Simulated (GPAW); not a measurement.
# Quasiparticle gap of GaGeTe (R-3m) in GPAW

Wanted: ground state, empty states, screening and self-energy for GaGeTe (R-3m).

Main program and level: GPAW 26.7.0; LDA and many-body steps on it, plane waves.

Most raw output is cut from this account.

### 1. Set-up

The structure is trigonal, space group R-3m (No. 166). The conventional cell has a = 4.072 Å, b = 4.072 Å, c = 36.015 Å, α = 90.00°, β = 90.00°, γ = 120.00°. Nearest to Ga lie 1 Ge at 2.44 Å and 3 Te at 2.67 Å. Nearest to Ge lie 1 Ga at 2.44 Å and 3 Ge at 2.48 Å. Nearest to Te lie 3 Ga at 2.67 Å. Farther neighbours and most contacts between anions are not listed.

The cell and positions are those that the Materials Project relaxed with its own functionals (PBE, PBE+U or r2SCAN), kept fixed. Spin-orbit coupling is left out unless a step names it.

### 2. Ground state

This step: GPAW 26.7.0; DFT, LDA, plane waves, PAW.

The ground-state density comes first.

The input, run.py:

```python
import json
import numpy as np
from gpaw.mpi import world
from ase import Atoms
from gpaw import GPAW, PW, FermiDirac

atoms = Atoms(['Ga', 'Ga', 'Ge', 'Ge', 'Te', 'Te'],
    cell=[[2.0360825463, 1.1755328062, 12.0049082522],
      [-2.0360825463, 1.1755328062, 12.0049082522],
      [0.0000000000, -2.3510656124, 12.0049082522]],
    scaled_positions=[[0.2545929700, 0.2545929700, 0.2545929700],
      [0.7454070300, 0.7454070300, 0.7454070300],
      [0.3222368700, 0.3222368700, 0.3222368700],
      [0.6777631300, 0.6777631300, 0.6777631300],
      [0.1136347500, 0.1136347500, 0.1136347500],
      [0.8863652500, 0.8863652500, 0.8863652500]],
    pbc=(True, True, True))
calc = GPAW(mode=PW(450),
    xc='LDA',
    kpts={'size': (6, 6, 6), 'gamma': True},
    occupations=FermiDirac(0.001),
    nbands=-9,
    convergence={'density': 1e-6, 'bands': -3},
    maxiter=100,
    txt='gs.txt')
atoms.calc = calc
res = {'energy': atoms.get_potential_energy()}
kpts = calc.get_ibz_k_points()
res['kpts'] = kpts
res['eigenvalues'] = [calc.get_eigenvalues(kpt=k) for k in range(len(kpts))]
res['n_electrons'] = calc.get_number_of_electrons()
calc.write('gs.gpw')

if world.rank == 0:
    with open('result.json', 'w') as f:
        json.dump(res, f, default=lambda x: x.tolist())
```

The run is started by

```sh
$ mpirun -n 4 gpaw python run.py
```

Wall time 74 s (4 MPI ranks of Arm Neoverse V1, shared host); peak memory 1.8 GiB.

Numbers from this step:

| Item | Value |
| --- | --- |
| total energy | -26.47 eV |
| gap | 0.1385 eV |
| k of the valence top | 0.5, 0.5, 0.5 |
| k of the conduction bottom | 0.5, 0.5, 0.5 |
| least direct gap | 0.1385 eV |

The gap is direct, at (0.500, 0.500, 0.500).

### 3. Bands along the symmetry lines

Levels along a band path, at the cheap level, show where the edges lie and whether the meshes to come will hold them.

The input, run.py:

```python
import json
import numpy as np
from gpaw.mpi import world
from gpaw import GPAW

path = [[0.000000, 0.000000, 0.000000],
    [0.062500, 0.062500, 0.062500],
    [0.125000, 0.125000, 0.125000],
    [0.187500, 0.187500, 0.187500],
    [0.250000, 0.250000, 0.250000],
    [0.312500, 0.312500, 0.312500],
    [0.375000, 0.375000, 0.375000],
    [0.437500, 0.437500, 0.437500],
    [0.500000, 0.500000, 0.500000],
    [0.540868, 0.459132, 0.500000],
    [0.581735, 0.418265, 0.500000],
    [0.622603, 0.377397, 0.500000],
    [0.663470, 0.336530, 0.500000],
    [0.704338, 0.295662, 0.500000],
    [0.745206, 0.254794, 0.500000],
    [0.786073, 0.213927, 0.500000],
    [0.826941, 0.173059, 0.500000],
    [0.500000, -0.173059, 0.173059],
    [0.500000, -0.151427, 0.151427],
    [0.500000, -0.129794, 0.129794],
    [0.500000, -0.108162, 0.108162],
    [0.500000, -0.086530, 0.086530],
    [0.500000, -0.064897, 0.064897],
    [0.500000, -0.043265, 0.043265],
    [0.500000, -0.021632, 0.021632],
    [0.500000, 0.000000, 0.000000],
    [0.437500, 0.000000, 0.000000],
    [0.375000, 0.000000, 0.000000],
    [0.312500, 0.000000, 0.000000],
    [0.250000, 0.000000, 0.000000],
    [0.187500, 0.000000, 0.000000],
    [0.125000, 0.000000, 0.000000],
    [0.062500, 0.000000, 0.000000],
    [0.000000, 0.000000, 0.000000],
    [0.042066, -0.042066, 0.000000],
    [0.084132, -0.084132, 0.000000],
    [0.126199, -0.126199, 0.000000],
    [0.168265, -0.168265, 0.000000],
    [0.210331, -0.210331, 0.000000],
    [0.252397, -0.252397, 0.000000],
    [0.294463, -0.294463, 0.000000],
    [0.336530, -0.336530, -0.000000],
    [0.663470, 0.000000, 0.336530],
    [0.643037, 0.000000, 0.356963],
    [0.622603, 0.000000, 0.377397],
    [0.602169, 0.000000, 0.397831],
    [0.581735, 0.000000, 0.418265],
    [0.561301, 0.000000, 0.438699],
    [0.540868, 0.000000, 0.459132],
    [0.520434, 0.000000, 0.479566],
    [0.500000, 0.000000, 0.500000],
    [0.437500, 0.000000, 0.437500],
    [0.375000, 0.000000, 0.375000],
    [0.312500, 0.000000, 0.312500],
    [0.250000, 0.000000, 0.250000],
    [0.187500, 0.000000, 0.187500],
    [0.125000, 0.000000, 0.125000],
    [0.062500, 0.000000, 0.062500],
    [0.000000, 0.000000, 0.000000]]
calc = GPAW('gs.gpw').fixed_density(kpts=path,
    symmetry='off',
    nbands=23,
    convergence={'bands': 19},
    txt='bands.txt')
res = {}
kpts = calc.get_ibz_k_points()
res['kpts'] = kpts
res['eigenvalues'] = [calc.get_eigenvalues(kpt=k) for k in range(len(kpts))]
res['n_electrons'] = calc.get_number_of_electrons()

if world.rank == 0:
    with open('result.json', 'w') as f:
        json.dump(res, f, default=lambda x: x.tolist())
```

The run is started by

```sh
$ mpirun -n 4 gpaw python run.py
```

It took 1.9 min on 4 MPI ranks; peak memory 2 GiB.

Numbers from this step:

```
gap                        : 0.1385 eV
k of the valence top       : 0.5, 0.5, 0.5
k of the conduction bottom : 0.5, 0.5, 0.5
least direct gap           : 0.1385 eV
```

The gap is 0.139 eV, as in the run before at this level.

The electronic bands at the labelled points (eV, zero at the top of the highest filled band):

```csv
point,band 10,band 11,band 12,band 13,band 14,band 15,band 16,band 17
Γ,-1.12,-1.07,-0.62,-0.62,0.38,1.13,1.49,2.68
halfway,-1.14,-0.62,-0.61,-0.61,0.35,0.95,1.48,2.68
T,-1.19,-0.60,-0.60,0.00,0.14,0.70,1.47,2.69
halfway,-2.53,-2.24,-2.22,-0.82,1.84,2.47,2.54,2.85
H2,-2.74,-2.52,-2.32,-2.08,1.45,1.62,2.59,3.14
jump to H0,-2.74,-2.52,-2.32,-2.08,1.45,1.62,2.59,3.14
halfway,-3.08,-2.65,-2.18,-1.91,1.25,1.90,2.89,2.96
L,-2.66,-2.53,-1.87,-1.74,0.87,1.09,1.23,1.85
halfway,-1.95,-1.84,-1.34,-0.90,1.02,1.47,1.93,2.55
Γ,-1.12,-1.07,-0.62,-0.62,0.38,1.13,1.49,2.68
halfway,-2.53,-2.31,-1.66,-0.99,1.61,2.30,2.77,2.91
S0,-2.67,-2.60,-2.31,-2.09,1.44,1.62,2.77,2.90
jump to S2,-2.67,-2.60,-2.31,-2.09,1.44,1.62,2.77,2.90
halfway,-2.95,-2.91,-2.07,-1.62,1.27,1.40,2.72,2.83
F,-2.53,-2.42,-1.92,-1.51,0.47,1.12,1.20,1.63
halfway,-1.91,-1.88,-1.37,-1.08,1.09,1.55,2.04,2.75
Γ,-1.12,-1.07,-0.62,-0.62,0.38,1.13,1.49,2.68
```

### 4. Empty states on the mesh, 4×4×4 mesh, 802 bands

The sums over transitions need many empty states on a uniform mesh; this step solves for them.

The input, run.py:

```python
import json
import numpy as np
from gpaw.mpi import world
from gpaw import GPAW

calc = GPAW('gs.gpw').fixed_density(kpts={'size': (4, 4, 4), 'gamma': True},
    parallel={'domain': 1, 'band': 1},
    txt='nscf.txt')
calc.diagonalize_full_hamiltonian(nbands=802)
calc.write('full.gpw', mode='all')
res = {}
kpts = calc.get_ibz_k_points()
res['kpts'] = kpts
res['eigenvalues'] = [calc.get_eigenvalues(kpt=k) for k in range(len(kpts))]
res['n_electrons'] = calc.get_number_of_electrons()

if world.rank == 0:
    with open('result.json', 'w') as f:
        json.dump(res, f, default=lambda x: x.tolist())
```

The run is started by

```sh
$ mpirun -n 4 gpaw python run.py
```

The job ended after 5.3 min (4 MPI ranks; peak memory 6.2 GiB).

This step gave:

* gap: 0.1385 eV
* k of the valence top: 0.5, 0.5, 0.5
* k of the conduction bottom: 0.5, 0.5, 0.5
* least direct gap: 0.1385 eV
* k points computed: 13
* lowest point of the top converged band, above the valence top: 149.0796 eV

On this mesh the gap is 0.139 eV.

### 5. Screening and self-energy, 4×4×4 mesh, 130 bands, screening to 48 eV

Now the one-shot GW correction: screening in the RPA, then the self-energy of the levels asked for.

This step: G0W0 on LDA, plane waves, PAW.

The input, run.py:

```python
import json
import numpy as np
from gpaw.mpi import world
from gpaw.response.g0w0 import G0W0

gw = G0W0('full.gpw',
    filename='gw',
    kpts=[0, 12],
    bands=(11, 15),
    ecut=48,
    nbands=130,
    integrate_gamma='WS',
    ppa=True)
gw.calculate()
res = {mode: {k: v for k, v in r.items() if k != 'sigma_eskwn'}
       for mode, r in gw.all_results.items()}

if world.rank == 0:
    with open('result.json', 'w') as f:
        json.dump(res, f, default=lambda x: x.tolist())
```

The run is started by

```sh
$ mpirun -n 4 gpaw python run.py
```

Wall time 13 min (4 MPI ranks); peak memory 5.5 GiB.

Numbers from this step:

- G0W0 gap on the points computed: 0.9107 eV
- least direct G0W0 gap on the computed points: 0.9107 eV
- Z at the valence top: 0.7858
- Z at the conduction bottom: 0.7872
- starting gap on the mesh: 0.1385 eV
- k of the valence top: 0.5, 0.5, 0.5
- k of the conduction bottom: 0.5, 0.5, 0.5

The gap on the mesh goes from 0.14 eV to 0.91 eV, a correction of +0.77 eV.

Limits: finite bands, cutoff and mesh; model gap, bands may invert with spin-orbit coupling; no spin-orbit coupling. v1 is the top filled band, c1 the lowest empty one. Levels before and after the correction, in eV, zero at the valence-band top of each column:

```csv
,conduction bottom,valence top
Kohn-Sham,0.14,0.00
G0W0,0.91,0.00
```

```csv
,level,energy (eV)
Kohn-Sham,(0.5 0.5 0.5) v2,-0.603
Kohn-Sham,(0.5 0.5 0.5) v1,0.000
Kohn-Sham,(0.5 0.5 0.5) c1,0.139
Kohn-Sham,(0.5 0.5 0.5) c2,0.704
G0W0,(0.5 0.5 0.5) v2,-0.690
G0W0,(0.5 0.5 0.5) v1,0.000
G0W0,(0.5 0.5 0.5) c1,0.911
G0W0,(0.5 0.5 0.5) c2,1.428
```

### 6. Where the time went

Times are wall times on 4 MPI ranks of Arm Neoverse V1, shared host, good to a factor of about two.

```csv
step,time,share,memory (GiB)
ground state,74 s,6 %,1.8
bands along the symmetry lines,1.9 min,8 %,2.0
empty states on the mesh,5.3 min,24 %,6.2
screening and self-energy,13 min,62 %,5.5
```

### 7. Outcome

| Quantity | Value |
| --- | --- |
| LDA gap | 0.14 eV, direct |
| G0W0 gap on the mesh | 0.91 eV |
| GW settings | 4×4×4 mesh, 130 bands, screening to 48 eV, Godby-Needs plasmon pole |
| known limits | not at the basis limit; no spin-orbit coupling |

**Reading.** G0W0 moves the gap on the mesh from 0.14 eV to 0.91 eV (+0.77 eV), with Z of 0.79 and 0.79 at the edges. Only 2 of the mesh's irreducible points were corrected, so a valley elsewhere could overtake. The dearest step here is «screening and self-energy». Bands and cutoff are finite, so the gap is not at the basis limit. The miss can reach some tenths of an eV and take either sign; the mesh is an error of its own. These stock PAW sets were not made for GW; the filled d or f shell of Ga, Ge and Te lies in the frozen core, which bears on start and correction. In the G0W0 run levels were corrected at 2 k points alone, so a gap called «on the mesh» is the least over those, and an edge elsewhere would be missed. The many-body steps are scalar-relativistic: spin-orbit coupling is not in them.

[Paths, hosts, dates, memory and timing lines, banners, echoed tables and standing remarks are left out of the program output.]

[Logs are printed without paths, hosts, clocks, repeated set-up lines and the standing remarks that a program may print on its own settings, such as how far it seeks lower states.]

[Runs of the session that timed out or met a known fault of the program may be left out.]

[Hosts, paths, dates, database ids (printed as entryN), source tags and the programs' standing remarks are cut or masked in the printed files.]
